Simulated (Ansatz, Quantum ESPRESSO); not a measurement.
# Complex bands of MgO, rock salt type, lattice constant set to 4.302 Å, part 2 of 3

How good a tunnel barrier is MgO, rock salt type, lattice constant set to 4.302 Å?

Quantum ESPRESSO 7.5; plane-wave DFT, PBEsol, GBRV ultrasoft pseudopotentials; cross-check by Ansatz 0.2.0 with PAW datasets.

So far. Step 2 (Ground state): The run needed 10 iterations to bring the estimated error under 1e-09 Ry.

### 3. Complex bands with pwcond.x

Level of this step: complex band structure by pwcond; plane-wave DFT, PBEsol, GBRV ultrasoft pseudopotentials (Quantum ESPRESSO).

ikind = 0 solves one period of the crystal for all kz, real and complex, at each energy and k across. ewind and epsproj trim the two-dimensional plane-wave basis; nz1 sets the subslabs.

cbs.in reads:

```
&inputcond
  outdir = './out'
  prefixl = 'scf'
  band_file = 'cbs'
  ikind = 0
  ewind = 4.0
  epsproj = 1e-05
  nz1 = 7
  energy0 = 6.9
  denergy = -0.23
/
4
  0.00000000 0.00000000 1.00000000
  0.50000000 0.00000000 1.00000000
  0.50000000 0.50000000 1.00000000
  0.25000000 0.00000000 1.00000000
40
```

Command:

```bash
$ OMP_NUM_THREADS=1 mpirun -n 2 pwcond.x -in cbs.in > cbs.out
```

What it wrote:

```text
[banner, memory and clock lines left out]
Program PWCOND v.7.5 starts

          URL

     ./out/scf.save/

     IMPORTANT: XC functional enforced from input :
     Exchange-correlation= PBESOL
                           (   1   4  10   8   0   0   0)
     Any further DFT definition will be discarded
     Please, verify this is what you really want

     Check: negative core charge=   -0.000003
     Reading collected, re-writing distributed wavefunctions

===== INPUT FILE containing the left lead =====

     GEOMETRY:

     lattice parameter (alat)  =       5.7485  a.u.
     the volume                =     268.6444 (a.u.)^3
     the cross section         =      33.0452 (a.u.)^2
     l of the unit cell        =       1.4142 (alat)
     number of atoms/cell      =            4
     number of atomic types    =            2

     crystal axes: (cart. coord. in units of alat)
               a(1) = (  1.0000  0.0000  0.0000 )
               a(2) = (  0.0000  1.0000  0.0000 )
               a(3) = (  0.0000  0.0000  1.4142 )

   Cartesian axes

     site n.     atom                  positions (alat units)
          1        Mg     tau(  1)=(  0.0000  0.0000  1.4142  )
          2        O      tau(  2)=(  0.5000  0.5000  1.4142  )
          3        Mg     tau(  3)=(  0.5000  0.5000  0.7071  )
          4        O      tau(  4)=(  0.0000  0.0000  0.7071  )

     nr1s                      =           24
     nr2s                      =           24
     nr3s                      =           36
     nr1sx                     =           24
     nr2sx                     =           24
     nr3sx                     =           36
     nr1                       =           25
     nr2                       =           25
     nr3                       =           40
     nr1x                      =           25
     nr2x                      =           25
     nr3x                      =           40

 _______________________________
  Radii of nonlocal spheres:

     type       ibeta     ang. mom.          radius (alat units)
       Mg         1         0                    0.2635
       Mg         2         0                    0.2635
       Mg         3         0                    0.2635
       Mg         4         1                    0.2635
       Mg         5         1                    0.2635
       Mg         6         2                    0.2635
       Mg         7         2                    0.2635
       O          1         0                    0.2179
       O          2         0                    0.2179
       O          3         1                    0.2179
       O          4         1                    0.2179
       O          5         2                    0.2179
----- General information -----

----- Complex band structure calculation -----

     nrx                       =           24
     nry                       =           24
     nz1                       =            7

     energy0               =         6.9E+00
     denergy               =        -2.3E-01
     nenergy               =         40
     ecut2d                =         4.0E+01
     ewind                 =         4.0E+00
     epsproj               =         1.0E-05

     number of k_|| points=    4
                       cryst. coord.
        k(    1) = (   0.0000000   0.0000000), wk =   0.2500000
        k(    2) = (   0.5000000   0.0000000), wk =   0.2500000
        k(    3) = (   0.5000000   0.5000000), wk =   0.2500000
        k(    4) = (   0.2500000   0.0000000), wk =   0.2500000
----- Information about left lead -----

     nocros                   =           32
     noins                    =           32
     norb                     =           96
     norbf                    =           96
     nrz                      =           36

      iorb      type   ibeta   ang. mom.   m       position (alat)
        1        1       1        0        1   taunew(   1)=(  0.0000  0.0000  0.0000)
        2        1       2        0        1   taunew(   2)=(  0.0000  0.0000  0.0000)
        3        1       3        0        1   taunew(   3)=(  0.0000  0.0000  0.0000)
        4        1       4        1        1   taunew(   4)=(  0.0000  0.0000  0.0000)
        5        1       4        1        2   taunew(   5)=(  0.0000  0.0000  0.0000)
        6        1       4        1        3   taunew(   6)=(  0.0000  0.0000  0.0000)
        7        1       5        1        1   taunew(   7)=(  0.0000  0.0000  0.0000)
        8        1       5        1        2   taunew(   8)=(  0.0000  0.0000  0.0000)
        9        1       5        1        3   taunew(   9)=(  0.0000  0.0000  0.0000)
       10        1       6        2        1   taunew(  10)=(  0.0000  0.0000  0.0000)
       11        1       6        2        2   taunew(  11)=(  0.0000  0.0000  0.0000)
       12        1       6        2        3   taunew(  12)=(  0.0000  0.0000  0.0000)
       13        1       6        2        4   taunew(  13)=(  0.0000  0.0000  0.0000)
       14        1       6        2        5   taunew(  14)=(  0.0000  0.0000  0.0000)
       15        1       7        2        1   taunew(  15)=(  0.0000  0.0000  0.0000)
       16        1       7        2        2   taunew(  16)=(  0.0000  0.0000  0.0000)
       17        1       7        2        3   taunew(  17)=(  0.0000  0.0000  0.0000)
       18        1       7        2        4   taunew(  18)=(  0.0000  0.0000  0.0000)
       19        1       7        2        5   taunew(  19)=(  0.0000  0.0000  0.0000)
       20        2       1        0        1   taunew(  20)=(  0.5000  0.5000  0.0000)
       21        2       2        0        1   taunew(  21)=(  0.5000  0.5000  0.0000)
       22        2       3        1        1   taunew(  22)=(  0.5000  0.5000  0.0000)
       23        2       3        1        2   taunew(  23)=(  0.5000  0.5000  0.0000)
       24        2       3        1        3   taunew(  24)=(  0.5000  0.5000  0.0000)
       25        2       4        1        1   taunew(  25)=(  0.5000  0.5000  0.0000)
       26        2       4        1        2   taunew(  26)=(  0.5000  0.5000  0.0000)
       27        2       4        1        3   taunew(  27)=(  0.5000  0.5000  0.0000)
       28        2       5        2        1   taunew(  28)=(  0.5000  0.5000  0.0000)
       29        2       5        2        2   taunew(  29)=(  0.5000  0.5000  0.0000)
       30        2       5        2        3   taunew(  30)=(  0.5000  0.5000  0.0000)
       31        2       5        2        4   taunew(  31)=(  0.5000  0.5000  0.0000)
       32        2       5        2        5   taunew(  32)=(  0.5000  0.5000  0.0000)
       33        1       1        0        1   taunew(  33)=(  0.5000  0.5000  0.7071)
       34        1       2        0        1   taunew(  34)=(  0.5000  0.5000  0.7071)
       35        1       3        0        1   taunew(  35)=(  0.5000  0.5000  0.7071)
       36        1       4        1        1   taunew(  36)=(  0.5000  0.5000  0.7071)
       37        1       4        1        2   taunew(  37)=(  0.5000  0.5000  0.7071)
       38        1       4        1        3   taunew(  38)=(  0.5000  0.5000  0.7071)
       39        1       5        1        1   taunew(  39)=(  0.5000  0.5000  0.7071)
       40        1       5        1        2   taunew(  40)=(  0.5000  0.5000  0.7071)
       41        1       5        1        3   taunew(  41)=(  0.5000  0.5000  0.7071)
       42        1       6        2        1   taunew(  42)=(  0.5000  0.5000  0.7071)
       43        1       6        2        2   taunew(  43)=(  0.5000  0.5000  0.7071)
       44        1       6        2        3   taunew(  44)=(  0.5000  0.5000  0.7071)
       45        1       6        2        4   taunew(  45)=(  0.5000  0.5000  0.7071)
       46        1       6        2        5   taunew(  46)=(  0.5000  0.5000  0.7071)
       47        1       7        2        1   taunew(  47)=(  0.5000  0.5000  0.7071)
       48        1       7        2        2   taunew(  48)=(  0.5000  0.5000  0.7071)
       49        1       7        2        3   taunew(  49)=(  0.5000  0.5000  0.7071)
       50        1       7        2        4   taunew(  50)=(  0.5000  0.5000  0.7071)
       51        1       7        2        5   taunew(  51)=(  0.5000  0.5000  0.7071)
       52        2       1        0        1   taunew(  52)=(  0.0000  0.0000  0.7071)
       53        2       2        0        1   taunew(  53)=(  0.0000  0.0000  0.7071)
       54        2       3        1        1   taunew(  54)=(  0.0000  0.0000  0.7071)
       55        2       3        1        2   taunew(  55)=(  0.0000  0.0000  0.7071)
       56        2       3        1        3   taunew(  56)=(  0.0000  0.0000  0.7071)
       57        2       4        1        1   taunew(  57)=(  0.0000  0.0000  0.7071)
       58        2       4        1        2   taunew(  58)=(  0.0000  0.0000  0.7071)
       59        2       4        1        3   taunew(  59)=(  0.0000  0.0000  0.7071)
       60        2       5        2        1   taunew(  60)=(  0.0000  0.0000  0.7071)
       61        2       5        2        2   taunew(  61)=(  0.0000  0.0000  0.7071)
       62        2       5        2        3   taunew(  62)=(  0.0000  0.0000  0.7071)
       63        2       5        2        4   taunew(  63)=(  0.0000  0.0000  0.7071)
       64        2       5        2        5   taunew(  64)=(  0.0000  0.0000  0.7071)
       65        1       1        0        1   taunew(  65)=(  0.0000  0.0000  1.4142)
       66        1       2        0        1   taunew(  66)=(  0.0000  0.0000  1.4142)
       67        1       3        0        1   taunew(  67)=(  0.0000  0.0000  1.4142)
       68        1       4        1        1   taunew(  68)=(  0.0000  0.0000  1.4142)
       69        1       4        1        2   taunew(  69)=(  0.0000  0.0000  1.4142)
       70        1       4        1        3   taunew(  70)=(  0.0000  0.0000  1.4142)
       71        1       5        1        1   taunew(  71)=(  0.0000  0.0000  1.4142)
       72        1       5        1        2   taunew(  72)=(  0.0000  0.0000  1.4142)
       73        1       5        1        3   taunew(  73)=(  0.0000  0.0000  1.4142)
       74        1       6        2        1   taunew(  74)=(  0.0000  0.0000  1.4142)
       75        1       6        2        2   taunew(  75)=(  0.0000  0.0000  1.4142)
       76        1       6        2        3   taunew(  76)=(  0.0000  0.0000  1.4142)
       77        1       6        2        4   taunew(  77)=(  0.0000  0.0000  1.4142)
       78        1       6        2        5   taunew(  78)=(  0.0000  0.0000  1.4142)
       79        1       7        2        1   taunew(  79)=(  0.0000  0.0000  1.4142)
       80        1       7        2        2   taunew(  80)=(  0.0000  0.0000  1.4142)
       81        1       7        2        3   taunew(  81)=(  0.0000  0.0000  1.4142)
       82        1       7        2        4   taunew(  82)=(  0.0000  0.0000  1.4142)
       83        1       7        2        5   taunew(  83)=(  0.0000  0.0000  1.4142)
       84        2       1        0        1   taunew(  84)=(  0.5000  0.5000  1.4142)
       85        2       2        0        1   taunew(  85)=(  0.5000  0.5000  1.4142)
       86        2       3        1        1   taunew(  86)=(  0.5000  0.5000  1.4142)
       87        2       3        1        2   taunew(  87)=(  0.5000  0.5000  1.4142)
       88        2       3        1        3   taunew(  88)=(  0.5000  0.5000  1.4142)
       89        2       4        1        1   taunew(  89)=(  0.5000  0.5000  1.4142)
       90        2       4        1        2   taunew(  90)=(  0.5000  0.5000  1.4142)
       91        2       4        1        3   taunew(  91)=(  0.5000  0.5000  1.4142)
       92        2       5        2        1   taunew(  92)=(  0.5000  0.5000  1.4142)
       93        2       5        2        2   taunew(  93)=(  0.5000  0.5000  1.4142)
       94        2       5        2        3   taunew(  94)=(  0.5000  0.5000  1.4142)
       95        2       5        2        4   taunew(  95)=(  0.5000  0.5000  1.4142)
       96        2       5        2        5   taunew(  96)=(  0.5000  0.5000  1.4142)
 ngper, shell number =          101          17
 ngper, n2d =          101          55
---  E-Ef =    6.9000000  k =    0.0000000   0.0000000
---  ie =          1  ik =          1
 Nchannels of the left tip =            1
 Right moving states:
   k1(2pi/a)   k2(2pi/a)   E-Ef (eV)
   0.4415316  -0.0000000   6.9000000
 Left moving states:
   k1(2pi/a)   k2(2pi/a)   E-Ef (eV)
  -0.4415317  -0.0000000   6.9000000

---  E-Ef =    6.6700000  k =    0.0000000   0.0000000
---  ie =          2  ik =          1
 Nchannels of the left tip =            1
 Right moving states:
   k1(2pi/a)   k2(2pi/a)   E-Ef (eV)
   0.4143858  -0.0000000   6.6700000
 Left moving states:
   k1(2pi/a)   k2(2pi/a)   E-Ef (eV)
  -0.4143859  -0.0000000   6.6700000
[... further energies and points left out ...]
---  E-Ef =   -1.8400000  k =    0.2500000   0.0000000
---  ie =         39  ik =          4
 Nchannels of the left tip =            2
 Right moving states:
   k1(2pi/a)   k2(2pi/a)   E-Ef (eV)
  -0.0263269   0.0000000  -1.8400000
   0.2416638  -0.0000000  -1.8400000
 Left moving states:
   k1(2pi/a)   k2(2pi/a)   E-Ef (eV)
   0.0263269   0.0000000  -1.8400000
  -0.2416638  -0.0000000  -1.8400000

---  E-Ef =   -2.0700000  k =    0.2500000   0.0000000
---  ie =         40  ik =          4
 Nchannels of the left tip =            2
 Right moving states:
   k1(2pi/a)   k2(2pi/a)   E-Ef (eV)
  -0.1238282   0.0000000  -2.0700000
   0.1864400  -0.0000000  -2.0700000
 Left moving states:
   k1(2pi/a)   k2(2pi/a)   E-Ef (eV)
   0.1238282   0.0000000  -2.0700000
  -0.1864400  -0.0000000  -2.0700000

Note: The following floating-point exceptions are signalling: IEEE_UNDERFLOW_FLAG
Note: The following floating-point exceptions are signalling: IEEE_UNDERFLOW_FLAG
```

It took 72 s on 2 MPI ranks of Arm Neoverse N1, shared host; peak memory 0.11 GiB; 2.4 min of CPU time.

Read from the output:

| Property | Result |
| --- | --- |
| peak of the smallest κ at the zone centre | 0.298 Å⁻¹ |
| energy of the peak at the zone centre | 2.07 eV |
| peak of the smallest κ at (1/4, 0) | 0.616 Å⁻¹ |

K across = (0, 0) in the cell's reciprocal vectors; values within 0.0025 1/Å of each other count once, columns are sorted by size at each energy, a dash where no further value was kept. The Im kz of the slowest decaying states by energy, zero at the highest filled level of the SCF mesh:

```csv
energy (eV),decay 1 (Å⁻¹),decay 2 (Å⁻¹),decay 3 (Å⁻¹)
-2.07,0.761,0.999,1.71
-1.84,0.651,0.999,1.69
-1.61,0.511,0.999,1.67
-1.38,0.297,0.998,1.65
-1.15,0.997,1.63,2.00
-0.92,0.995,1.61,1.99
-0.69,0.992,1.60,1.98
-0.46,0.989,1.58,1.96
-0.23,0.986,1.56,1.95
0.00,0.012,0.982,1.54
0.46,0.195,0.47,0.974
0.69,0.23,0.557,0.969
0.92,0.255,0.624,0.963
1.15,0.273,0.678,0.958
1.38,0.285,0.723,0.951
1.61,0.293,0.76,0.945
1.84,0.297,0.792,0.938
2.07,0.298,0.819,0.931
2.30,0.294,0.843,0.923
2.53,0.287,0.864,0.915
2.76,0.276,0.882,0.907
2.99,0.261,0.898,1.25
3.22,0.24,0.888,0.912
3.45,0.212,0.879,0.925
3.68,0.174,0.869,0.935
3.91,0.116,0.858,0.945
4.14,0.847,0.953,1.12
4.37,0.836,0.959,1.10
4.83,0.811,0.97,1.04
5.06,0.798,0.974,1.01
5.29,0.784,0.977,0.98
5.52,0.77,0.948,0.979
5.75,0.755,0.915,0.98
5.98,0.74,0.881,0.981
6.21,0.723,0.845,0.981
6.44,0.706,0.808,0.98
6.67,0.688,0.769,0.979
6.90,0.668,0.728,0.977
```

K across = (0, 0) in the cell's reciprocal vectors. The Re kz of states that move upwards by energy, zero at the highest filled level of the SCF mesh:

```csv
energy (eV),channel 1 (Å⁻¹),channel 2 (Å⁻¹),channel 3 (Å⁻¹)
-2.07,-0.608,-,-
-1.61,-0.499,-,-
-1.15,-0.394,0.312,0.312
-0.69,-0.285,0.728,0.729
-0.46,-0.564,-0.564,-0.225
0.00,-0.0578,-0.0542,-
0.46,-,-,-
0.92,-,-,-
1.38,-,-,-
1.84,-,-,-
2.30,-,-,-
2.53,-,-,-
2.99,-,-,-
3.45,-,-,-
3.91,-,-,-
4.37,0.162,-,-
4.83,0.274,-,-
5.29,0.364,-,-
5.52,0.406,-,-
5.98,0.487,-,-
6.44,0.566,-,-
6.90,0.645,-,-
```

K across = (1/2, 0) in the cell's reciprocal vectors; values within 0.0025 1/Å of each other count once, columns are sorted by size at each energy, a dash where no further value was kept. Im kz of the slowest decaying states against energy, zero at the highest filled level of the SCF mesh:

```csv
energy (eV),decay 1 (Å⁻¹),decay 2 (Å⁻¹),decay 3 (Å⁻¹)
-2.07,0.129,1.64,2.19
-1.84,1.62,2.17,2.22
-1.38,1.58,1.94,2.30
-1.15,1.56,1.80,2.34
-0.92,1.54,1.62,2.37
-0.46,0.168,1.31,1.51
-0.23,0.27,1.49,1.50
0.00,0.337,1.47,1.58
0.46,0.43,1.44,1.64
0.69,0.463,1.42,1.65
0.92,0.492,1.40,1.66
1.38,0.536,1.37,1.66
1.61,0.553,1.35,1.65
1.84,0.568,1.34,1.65
2.30,0.588,1.31,1.64
2.53,0.595,1.29,1.63
2.99,0.603,1.26,1.61
3.22,0.603,1.25,1.60
3.45,0.602,1.23,1.59
3.91,0.594,1.20,1.57
4.14,0.587,1.19,1.55
4.37,0.578,1.17,1.54
4.83,0.555,1.15,1.52
5.06,0.539,1.13,1.50
5.29,0.522,1.12,1.49
5.75,0.478,1.09,1.46
5.98,0.451,1.07,1.45
6.21,0.42,1.06,1.43
6.67,0.34,1.03,1.4
6.90,0.285,1.02,1.38
```

K across = (1/2, 1/2) in the cell's reciprocal vectors; values within 0.0025 1/Å of each other count once, columns are sorted by size at each energy, a dash where no further value was kept. Im kz of the slowest decaying states against energy, zero at the highest filled level of the SCF mesh:

```csv
energy (eV),decay 1 (Å⁻¹),decay 2 (Å⁻¹),decay 3 (Å⁻¹)
-2.07,0.421,2.56,2.59
-1.84,0.285,2.55,2.58
-1.61,2.54,2.57,2.92
-1.38,2.52,2.56,2.90
-1.15,0.164,0.237,2.51
-0.92,0.27,0.371,2.50
-0.69,0.338,0.447,2.49
-0.46,0.389,0.499,2.48
-0.23,0.43,0.539,2.46
0.00,0.463,0.57,2.45
0.46,0.515,0.614,2.43
0.69,0.535,0.631,2.41
0.92,0.551,0.644,2.40
1.15,0.566,0.655,2.39
1.38,0.578,0.664,2.38
1.61,0.588,0.671,2.37
1.84,0.597,0.677,2.35
2.07,0.604,0.681,2.34
2.30,0.609,0.683,2.33
2.53,0.613,0.685,2.31
2.76,0.616,0.685,2.30
2.99,0.618,0.684,2.29
3.22,0.618,0.682,2.28
3.45,0.617,0.679,2.27
3.68,0.615,0.676,2.25
3.91,0.613,0.671,2.24
4.14,0.609,0.665,2.23
4.37,0.604,0.659,2.21
4.83,0.591,0.642,2.19
5.06,0.583,0.633,2.18
5.29,0.574,0.622,2.16
5.52,0.564,0.611,2.15
5.75,0.552,0.598,2.14
5.98,0.539,0.585,2.13
6.21,0.525,0.57,2.11
6.44,0.509,0.553,2.1
6.67,0.492,0.536,2.09
6.90,0.472,0.516,2.07
```

K across = (1/4, 0) in the cell's reciprocal vectors; values within 0.0025 1/Å of each other count once, columns are sorted by size at each energy, a dash where no further value was kept. The Im kz of the slowest decaying states by energy, zero at the highest filled level of the SCF mesh:

```csv
energy (eV),decay 1 (Å⁻¹),decay 2 (Å⁻¹),decay 3 (Å⁻¹)
-2.07,0.943,1.35,1.97
-1.84,0.841,1.33,1.95
-1.61,0.148,0.718,1.31
-1.38,0.194,0.556,1.29
-1.15,0.214,0.291,1.27
-0.92,0.211,1.26,1.89
-0.69,0.175,1.24,1.87
-0.46,1.23,1.85,2.20
-0.23,0.148,1.21,1.84
0.00,0.277,0.353,1.20
0.46,0.405,0.64,1.17
0.69,0.447,0.723,1.15
0.92,0.482,0.789,1.14
1.15,0.51,0.842,1.13
1.38,0.534,0.888,1.11
1.61,0.554,0.926,1.10
1.84,0.571,0.96,1.09
2.07,0.584,0.989,1.08
2.30,0.595,1.01,1.06
2.53,0.604,1.04,1.05
2.76,0.61,1.04,1.06
2.99,0.614,1.03,1.08
3.22,0.616,1.02,1.09
3.45,0.616,1.00,1.11
3.68,0.614,0.992,1.12
3.91,0.61,0.979,1.14
4.14,0.604,0.967,1.15
4.37,0.595,0.954,1.16
4.83,0.569,0.927,1.18
5.06,0.552,0.914,1.19
5.29,0.529,0.9,1.20
5.52,0.501,0.886,1.21
5.75,0.42,0.502,0.871
5.98,0.192,0.597,0.856
6.21,0.636,0.84,1.24
6.44,0.663,0.824,1.25
6.67,0.683,0.808,1.27
6.90,0.699,0.791,1.24
```

[end of part 2 of 3]

[Logs are printed without paths, hosts, clocks, repeated set-up lines and the standing remarks that a program may print on its own settings, such as how far it seeks lower states.]

[Hosts, paths, dates, database ids (printed as entryN), source tags and the programs' standing remarks are cut or masked in the printed files.]

[Maps of the electrostatic potential energy from Ansatz leave out the sawtooth potential of an applied field or a dipole correction, so their vacuum need not be flat; planar profiles and work functions include it.]
